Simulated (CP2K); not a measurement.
Two runs for the C K edge of methyl thiocyanate. Run A: CP2K XAS_TDP, all-electron GAPW, PBEh(45%), aug-cc-pVDZ, TDA, no relativity. Run B differs in one setting.

First lines with a strength over 0.0015. A:

```tsv
atom	energy (eV)	states	strength, one atom
C1 (bonded to S and 3 H)	283.09	1	0.0443
	284.90	1	0.0089
	285.69	1	0.0234
	285.81	1	0.0242
	286.12	1	0.0023
C3 (bonded to N and S)	282.38	1	0.0435
	283.04	1	0.0573
	284.63	1	0.0177
	286.02	1	0.0084
	286.32	1	0.0041
```

B:

```tsv
atom	energy (eV)	states	strength, one atom
C1 (bonded to S and 3 H)	269.35	1	0.0088
	270.26	1	0.0066
	271.12	1	0.0037
	271.34	1	0.0037
	271.38	1	0.0048
C3 (bonded to N and S)	269.13	1	0.0091
	270.24	1	0.0026
	270.73	1	0.0262
	270.81	1	0.0085
	271.54	1	0.0168
```

**Question.** Which was it: GW2X switched on, scalar relativity switched on, the basis, the functional?

The functional (functional from PBEh(45%) to PBE; the lines alone don't name the new value). A functional moves all lines by electronvolts and changes their spacings and strengths. Against PBEh(45%) in aug-cc-pVDZ, the leading line moves by -13.74 eV, to 269.35 eV; the strength of C1's goes from 0.0443 to 0.0088, so the two may not be the same state. For C3 the rule picks another line of the list in the two runs, so no shift is given. The next line of C1 over the strength cut lies 0.91 eV higher, against 1.81.

[Banner, clock and machine lines of the logs are left out without a mark of their own.]

[Logs are printed without paths, hosts, clocks, repeated set-up lines and the standing remarks that a program may print on its own settings, such as how far it seeks lower states.]

[Hosts, paths, dates, database ids (printed as entryN), source tags and the programs' standing remarks are cut or masked in the printed files.]
